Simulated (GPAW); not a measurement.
# Near-edge structure at the Mg K edge of MgNi3C (Pm-3m), part 3 of 3

Aim: the dependence of the Mg K near-edge features of MgNi3C (Pm-3m) on volume.

GPAW 26.7.0; X-ray absorption from dipole matrix elements to empty bands, plane-wave PAW LDA.

So far. Step 4 (Spectrum with XCH, Mg atom 4): The total-energy difference is 1293.95 eV. The tabulated edge of the element is 1303 eV. The functional leaves an error in such absolute values: in the free atom LDA prices this hole 6.5 eV below PBE (computed apart), and PBE is itself good to a few eV. Step 6 (Spectrum with XCH, Mg atom 4): Against the first run the r.m.s. difference is 8 %. The highest intensity below 16 eV goes from 3.7 eV (2.09) to 3.8 eV (2.14).

**8. Spectrum with XCH, Mg atom 4**

Shorter bonds are expected to push antibonding states and scattering resonances up, and longer ones down; the cell is scaled to test that.

Changed against the first core-hole run: volume scale from 1 to 1.06.

xas.py

```python
import numpy as np
from ase import Atoms
from ase.parallel import parprint, paropen
from gpaw import GPAW, PW, FermiDirac, Mixer, MixerDif, setup_paths
from gpaw.test import gen
setup_paths.insert(0, '.')
gen('Mg', name='fch1s', xcname='LDA', corehole=(1, 0, 1), write_xml=True)
from gpaw.mpi import world
world.barrier()

atoms = Atoms('Ni6Mg2C2',
    cell=[[3.88360328, 0, 3.88360328],
     [0, 3.88360328, 3.88360328],
     [-3.88360328, 0, 3.88360328]],
    scaled_positions=[[0, 0.5, 0.5],
     [0.5, 0.5, 0],
     [0.5, 0, 0],
     [0, 0, 0.5],
     [0, 0.5, 0],
     [0.5, 0.5, 0.5],
     [0, 0, 0],
     [0.5, 0, 0.5],
     [0.25, 0.5, 0.75],
     [0.75, 0.5, 0.25]],
    magmoms=[2.0, 2.0, 2.0, 2.0, 2.0, 2.0, 0.0, 0.0, 0.0, 0.0],
    pbc=True)
atoms.calc = calc = GPAW(legacy_gpaw=True, mode=PW(430), xc='LDA', setups={6: 'fch1s'},
    kpts={'size': (6, 6, 6), 'gamma': True}, occupations=FermiDirac(0.1),
    charge=-1, mixer=MixerDif(0.05, 8, 50), maxiter=150,
    convergence={'density': 0.0001}, txt='scf.txt')
energy = atoms.get_potential_energy() + calc.get_reference_energy()
ef = calc.get_fermi_level()
out = dict(energy=energy, fermi=ef, forces=atoms.get_forces().tolist(), magmoms=atoms.get_magnetic_moments().tolist())
parprint(f'all-electron energy {energy:.4f} eV, Fermi level {ef:.4f} eV')
ev = np.array([[calc.get_eigenvalues(k, s) for k in range(len(calc.get_ibz_k_points()))] for s in range(calc.get_number_of_spins())])
out['homo'], out['lumo'], out['counts'] = ev[ev < ef].max(), ev[ev > ef].min(), sorted(set((ev < ef).sum((0, 2)).tolist()))
out['filled'] = (ev[:, 0] < ef).sum(1).tolist()

from ase.units import Ha
from gpaw.xas import dipole_matrix_elements
nb = int(calc.get_number_of_electrons() / 2) + 103
top, nb = nb, nb + 8 + nb // 12
nscf = calc.fixed_density(kpts={'size': (7, 7, 7), 'gamma': True}, nbands=nb,
    convergence={'bands': top, 'eigenstates': 1e-5}, maxiter=60, txt='nscf.txt')
cell = atoms.cell.array
ops = [cell.T @ U.T @ np.linalg.inv(cell.T) for U in nscf.wfs.kd.symmetry.op_scc]
E = np.arange(-6, 34, 0.1)
fwhm = np.interp(E, [4, 25], [0.9, 3.5])
Y, X, zero, highest = 0, 0, 1e9, 1e9
for spin in range(nscf.get_number_of_spins()):
    wfs = nscf.wfs
    A = dipole_matrix_elements(wfs.setups[6])
    eps = np.zeros((wfs.kd.nibzkpts, nb))
    d = np.zeros((3, A.shape[1], wfs.kd.nibzkpts, nb), complex)
    for kpt in wfs.kpt_u:
        if kpt.s == spin and 6 in kpt.P_ani:
            eps[kpt.k] = kpt.eps_n * Ha
            d[:, :, kpt.k] = (kpt.weight * wfs.nspins / 2) ** 0.5 * np.inner(A, kpt.P_ani[6])
    world.sum(eps)
    world.sum(d)
    T = np.einsum('amkn,bmkn->abkn', d, d.conj()).real
    T = sum(np.einsum('ai,ijkn,bj->abkn', R, T, R) for R in ops) / len(ops)
    empty = eps > ef
    zero, highest = min(zero, eps[empty].min()), min(highest, eps[:, top - 1].min())
    lines = [(eps, T, empty)] if spin == 0 else lines + [(eps, T, empty)]
for eps, T, empty in lines:
    f = np.einsum('aakn->akn', T).reshape(3, -1)
    x = eps.ravel() - zero
    w = np.interp(x, E, fwhm) / 2.35482
    g = np.exp(-0.5 * ((E[:, None] - x) / w) ** 2) / (w * (2 * np.pi) ** 0.5)
    Y = Y + (f * empty.ravel()) @ g.T
    X = X + (f * ~empty.ravel()) @ g.T
out.update(E=E.round(2).tolist(), xas=Y.tolist(), xes=X.tolist(), zero=zero, valid=highest - zero, nk=len(eps), nb=nb)
for i in range(0, len(E), 10):
    parprint(f'{E[i]:7.2f}', *(f'{v:10.3e}' for v in Y[:, i]))
import json
with paropen('out.json', 'w') as f:
    json.dump(out, f)
```

On the command line:

```console
$ OMP_NUM_THREADS=1 mpirun -n 2 gpaw python xas.py
```

Numbers of over 12 decimals in the logs are rounded to 6 here.

Output:

```text
Input parameters:
  charge: -1
  convergence: {density: 0.0001}
  kpts: {gamma: True,
         size: (6, 6, 6)}
  maxiter: 150
  mixer: {backend: pulay,
          beta: 0.05,
          method: difference,
          nmaxold: 8,
          weight: 50}
  mode: {ecut: 430.0,
         name: pw}
  occupations: {fixmagmom: False,
                name: fermi-dirac,
                width: 0.1}
  setups: {6: fch1s}

[...]
2s:      -4.035788    -4.036322
2p:      -2.903993    -2.904657
*d:                   -0.118527
*f:                   -0.020612
-------------------------------
all-electron energy -259476.9828 eV, Fermi level 7.2129 eV
  -6.00  3.321e-61  3.321e-61  3.321e-61
  -5.00  8.909e-45  8.909e-45  8.909e-45
  -4.00  2.589e-31  2.589e-31  2.589e-31
  -3.00  8.229e-21  8.229e-21  8.229e-21
[...]
32.00  1.241e-05  1.241e-05  1.241e-05
  33.00  1.604e-05  1.604e-05  1.604e-05
[key lines of the parts left out:]
Converged after 19 iterations.
Dipole moment: (0.000000, -0.000000, 0.000000) |e|*Ang
Free energy:    -97.236847
Fermi level: 7.21292
```

Elapsed: 6.7 min, on 2 MPI ranks of Arm Neoverse V1, shared host; peak memory 0.67 GiB; 13 min of CPU time.

```tsv
E (eV)	first run	this run
-2.0	0.00	0.00
-1.0	0.00	0.00
0.0	0.11	0.10
1.0	0.19	0.21
2.0	0.59	0.68
3.0	1.47	1.72
4.0	1.99	1.76
5.0	1.19	1.13
6.0	0.89	0.79
7.0	0.53	0.46
8.0	0.55	0.61
9.0	0.72	0.77
10.0	0.76	0.75
11.0	0.74	0.80
12.0	0.79	0.90
13.0	0.91	1.15
14.0	1.24	1.57
15.0	1.65	1.81
16.0	1.76	1.54
17.0	1.44	1.11
18.0	1.09	0.93
19.0	0.95	0.82
20.0	0.82	0.66
21.0	0.67	0.56
22.0	0.59	0.52
23.0	0.55	0.48
24.0	0.50	0.43
25.0	0.44	0.39
26.0	0.39	0.37
27.0	0.37	0.37
28.0	0.36	0.36
29.0	0.35	0.34
30.0	0.32	0.36
31.0	0.33	0.47
32.0	0.42	0.66
```

The scaled spectrum changes by 15 % r.m.s. A shift of -0.4 eV leaves 10 %. The highest intensity below 16 eV goes from 3.7 eV (2.09) to 3.5 eV (2.02).

The photon energy of the zero moves by +0.15 eV.

**9. Supercell without a hole, the energy reference**

The cell changes for the next run, so it gets a reference energy of its own.

The cell differs from the one that the last finished run ended in (a 5.492 → 5.544 Å, b 5.492 → 5.544 Å, c 5.492 → 5.544 Å).

scf.py

```python
import numpy as np
from ase import Atoms
from ase.parallel import parprint, paropen
from gpaw import GPAW, PW, FermiDirac, Mixer, MixerDif, setup_paths
from gpaw.test import gen
setup_paths.insert(0, '.')
gen('Mg', name='nch1s', xcname='LDA', corehole=(1, 0, 0), write_xml=True)
from gpaw.mpi import world
world.barrier()

atoms = Atoms('Ni6Mg2C2',
    cell=[[3.91990074, 0, 3.91990074],
     [0, 3.91990074, 3.91990074],
     [-3.91990074, 0, 3.91990074]],
    scaled_positions=[[0, 0.5, 0.5],
     [0.5, 0.5, 0],
     [0.5, 0, 0],
     [0, 0, 0.5],
     [0, 0.5, 0],
     [0.5, 0.5, 0.5],
     [0, 0, 0],
     [0.5, 0, 0.5],
     [0.25, 0.5, 0.75],
     [0.75, 0.5, 0.25]],
    magmoms=[2.0, 2.0, 2.0, 2.0, 2.0, 2.0, 0.0, 0.0, 0.0, 0.0],
    pbc=True)
atoms.calc = calc = GPAW(legacy_gpaw=True, mode=PW(430), xc='LDA', setups={6: 'nch1s'},
    kpts={'size': (6, 6, 6), 'gamma': True}, occupations=FermiDirac(0.1),
    charge=0, mixer=MixerDif(0.05, 8, 50), maxiter=150,
    convergence={'density': 0.0001}, txt='scf.txt')
energy = atoms.get_potential_energy() + calc.get_reference_energy()
ef = calc.get_fermi_level()
out = dict(energy=energy, fermi=ef, forces=atoms.get_forces().tolist(), magmoms=atoms.get_magnetic_moments().tolist())
parprint(f'all-electron energy {energy:.4f} eV, Fermi level {ef:.4f} eV')
ev = np.array([[calc.get_eigenvalues(k, s) for k in range(len(calc.get_ibz_k_points()))] for s in range(calc.get_number_of_spins())])
out['homo'], out['lumo'], out['counts'] = ev[ev < ef].max(), ev[ev > ef].min(), sorted(set((ev < ef).sum((0, 2)).tolist()))
out['filled'] = (ev[:, 0] < ef).sum(1).tolist()
import json
with paropen('out.json', 'w') as f:
    json.dump(out, f)
```

On the command line:

```console
$ OMP_NUM_THREADS=1 mpirun -n 2 gpaw python scf.py
```

Output:

```text
Input parameters:
  convergence: {density: 0.0001}
  kpts: {gamma: True,
         size: (6, 6, 6)}
  maxiter: 150
  mixer: {backend: pulay,
          beta: 0.05,
          method: difference,
          nmaxold: 8,
          weight: 50}
  mode: {ecut: 430.0,
         name: pw}
  occupations: {fixmagmom: False,
                name: fermi-dirac,
                width: 0.1}
  setups: {6: nch1s}

Initialize ...

[...]
2s(2) :    -2.913890     0.147237
3s(2) :    -0.175717     1.006311
2p(6) :    -1.717103     0.101380
3p(0) :    -0.050476     0.993759
*d    :     0.000000
--------------------------------

Diagonalizing with gridspacing h=0.050

state   all-electron     PAW
-------------------------------
2s:      -2.913890    -2.914469
2p:      -1.717103    -1.717995
*d:                    0.032132
*f:                    0.068122
-------------------------------
all-electron energy -260770.6711 eV, Fermi level 6.5091 eV
[key lines of the parts left out:]
Converged after 17 iterations.
Dipole moment: (0.000000, -0.000000, -0.000000) |e|*Ang
Free energy:    -75.163435
Fermi level: 6.50911
```

The job ended after 2.5 min (2 MPI ranks; peak memory 0.42 GiB).

Reference energy: -260770.671 eV with the cores included.

**10. Spectrum with XCH, Mg atom 4**

Shorter bonds are expected to push antibonding states and scattering resonances up, and longer ones down; the cell is scaled to test that.

Changed against the first core-hole run: volume scale from 1 to 1.09.

xas.py, as its differences from that of step 8:

```diff
@@ -11,5 +11,5 @@
 atoms = Atoms('Ni6Mg2C2',
-    cell=[[3.88360328, 0, 3.88360328],
-     [0, 3.88360328, 3.88360328],
-     [-3.88360328, 0, 3.88360328]],
+    cell=[[3.91990074, 0, 3.91990074],
+     [0, 3.91990074, 3.91990074],
+     [-3.91990074, 0, 3.91990074]],
     scaled_positions=[[0, 0.5, 0.5],
@@ -40,3 +40,3 @@
 from gpaw.xas import dipole_matrix_elements
-nb = int(calc.get_number_of_electrons() / 2) + 103
+nb = int(calc.get_number_of_electrons() / 2) + 105
 top, nb = nb, nb + 8 + nb // 12
```

On the command line:

```console
$ OMP_NUM_THREADS=1 mpirun -n 2 gpaw python xas.py
```

Output:

```text
Input parameters:
  charge: -1
  convergence: {density: 0.0001}
  kpts: {gamma: True,
         size: (6, 6, 6)}
  maxiter: 150
  mixer: {backend: pulay,
          beta: 0.05,
          method: difference,
          nmaxold: 8,
          weight: 50}
  mode: {ecut: 430.0,
         name: pw}
  occupations: {fixmagmom: False,
                name: fermi-dirac,
                width: 0.1}
  setups: {6: fch1s}

[...]
2s:      -4.035788    -4.036322
2p:      -2.903993    -2.904657
*d:                   -0.118527
*f:                   -0.020612
-------------------------------
all-electron energy -259476.4987 eV, Fermi level 6.8899 eV
  -6.00  7.500e-61  7.500e-61  7.500e-61
  -5.00  1.891e-44  1.891e-44  1.891e-44
  -4.00  5.135e-31  5.135e-31  5.135e-31
  -3.00  1.512e-20  1.512e-20  1.512e-20
[...]
32.00  1.487e-05  1.487e-05  1.487e-05
  33.00  1.782e-05  1.782e-05  1.782e-05
[key lines of the parts left out:]
Converged after 20 iterations.
Dipole moment: (0.000000, -0.000000, -0.000000) |e|*Ang
Free energy:    -96.755964
Fermi level: 6.88987
```

Wall time 7 min (2 MPI ranks); peak memory 0.67 GiB; 14 min of CPU time.

```tsv
E (eV)	first run	this run
-2.0	0.00	0.00
-1.0	0.00	0.00
0.0	0.11	0.11
1.0	0.19	0.22
2.0	0.59	0.73
3.0	1.47	1.81
4.0	1.99	1.67
5.0	1.19	1.12
6.0	0.89	0.73
7.0	0.53	0.45
8.0	0.55	0.64
9.0	0.72	0.79
10.0	0.76	0.76
11.0	0.74	0.85
12.0	0.79	0.98
13.0	0.91	1.29
14.0	1.24	1.71
15.0	1.65	1.78
16.0	1.76	1.37
17.0	1.44	1.00
18.0	1.09	0.89
19.0	0.95	0.75
20.0	0.82	0.60
21.0	0.67	0.53
22.0	0.59	0.50
23.0	0.55	0.45
24.0	0.50	0.41
25.0	0.44	0.38
26.0	0.39	0.37
27.0	0.37	0.37
28.0	0.36	0.36
29.0	0.35	0.36
30.0	0.32	0.43
31.0	0.33	0.58
32.0	0.42	0.79
```

Against the first run the r.m.s. difference is 21 %. A shift of -0.4 eV leaves 14 %. The highest intensity below 16 eV goes from 3.7 eV (2.09) to 3.4 eV (1.99).

The photon energy of the zero moves by +0.22 eV.

**11. The volumes side by side**

```tsv
volume	nearest distance (Å)	shift of the zero (eV)	maximum 1 (eV above own zero)	maximum 2 (eV above own zero)
0.97	2.666	-0.07	3.8	16.1
1	2.693	+0.00	3.7	15.7
1.06	2.746	+0.15	3.5	15.0
1.09	2.772	+0.22	3.4	14.6
```

The curves, each shifted by its zero's change so that they share one photon-energy axis, counted from the zero at V × 1:

```tsv
E (eV)	V × 0.97	V × 1	V × 1.06	V × 1.09
-2.0	0.00	0.00	0.00	0.00
-1.0	0.00	0.00	0.00	0.00
0.0	0.13	0.11	0.07	0.07
1.0	0.20	0.19	0.18	0.18
2.0	0.59	0.59	0.59	0.59
3.0	1.43	1.47	1.56	1.59
4.0	2.05	1.99	1.88	1.84
5.0	1.20	1.19	1.19	1.20
6.0	0.90	0.89	0.85	0.84
7.0	0.57	0.53	0.48	0.46
8.0	0.55	0.55	0.58	0.59
9.0	0.70	0.72	0.76	0.77
10.0	0.77	0.76	0.76	0.76
11.0	0.72	0.74	0.79	0.82
12.0	0.76	0.79	0.88	0.94
13.0	0.84	0.91	1.10	1.20
14.0	1.12	1.24	1.51	1.63
15.0	1.52	1.65	1.80	1.82
16.0	1.76	1.76	1.60	1.48
17.0	1.57	1.44	1.16	1.05
18.0	1.21	1.09	0.95	0.91
19.0	1.01	0.95	0.84	0.79
20.0	0.88	0.82	0.68	0.62
21.0	0.74	0.67	0.57	0.54
22.0	0.64	0.59	0.53	0.50
23.0	0.59	0.55	0.49	0.46
24.0	0.54	0.50	0.44	0.42
25.0	0.48	0.44	0.40	0.39
26.0	0.42	0.39	0.37	0.37
27.0	0.38	0.37	0.37	0.37
28.0	0.36	0.36	0.36	0.36
29.0	0.35	0.35	0.34	0.35
30.0	0.33	0.32	0.36	0.40
31.0	0.31	0.33	0.45	0.54
32.0	0.35	0.42	0.63	0.74
```

**12. Results**

```json
{"absorber and edge": "Mg K, atom 4 of the ground-state input (counted from 1)", "surroundings": "12 Ni at 2.69 Å (cuboctahedral, site symmetry m-3m)", "highest intensity below 16 eV": "3.7 eV above the zero, height 2.09", "photon energy of the zero (spin-polarised hole, raw)": "1294.0 eV (LDA puts this hole about 6 eV below PBE, itself good to a few eV)"}
```

In words: From V × 0.97 to V × 1.09 the nearest distance grows by 0.106 Å and the zero moves by +0.29 eV. Above their own zero, the maxima move from 3.8 to 3.4 eV and from 16.1 to 14.6 eV. The one highest in energy moves most, in the direction that the rule ΔE·R² ≈ constant for scattering resonances gives. The Mg K edge of atom 4, with 12 Ni at 2.69 Å (cuboctahedral, site symmetry m-3m), has its highest intensity of the first 16 eV at 3.7 eV above the zero, near 1298 eV in photon energy (LDA puts this hole about 6 eV below PBE, itself good to a few eV), 2.1 times the mean level of the first 20 eV (Gaussian full width 0.9 eV up to 4 eV, rising linearly to 3.5 eV at 25 eV). The hole lies in one spin channel, while the script sums the empty states of both and takes the lower zero; where the two channels are split, this blurs and shifts the curve. The starting moments shrank to 0.00 μB or less, so this is hardly a magnetic state. The holes are only 5.4 Å apart, so the shape is probably not converged with cell size; no larger cell was run here. The mesh is coarse (0.24 Å⁻¹ between points), so small maxima may be mesh ripples. The structure is a published determination, not relaxed.

[Banner, clock and machine lines of the logs are left out without a mark of their own.]

[Logs are printed without paths, hosts, clocks, repeated set-up lines and the standing remarks that a program may print on its own settings, such as how far it seeks lower states.]

[Hosts, paths, dates, database ids (printed as entryN), source tags and the programs' standing remarks are cut or masked in the printed files.]

[Lists of maxima count a maximum above −3 eV only where it reaches 4 % of the highest in the window and stands out from its surroundings by 2 % of it (1.5 % where it reaches 55 %); shoulders and weaker maxima are passed over, and of the rest the first, up to two pre-edge ones and the few strongest are named.]
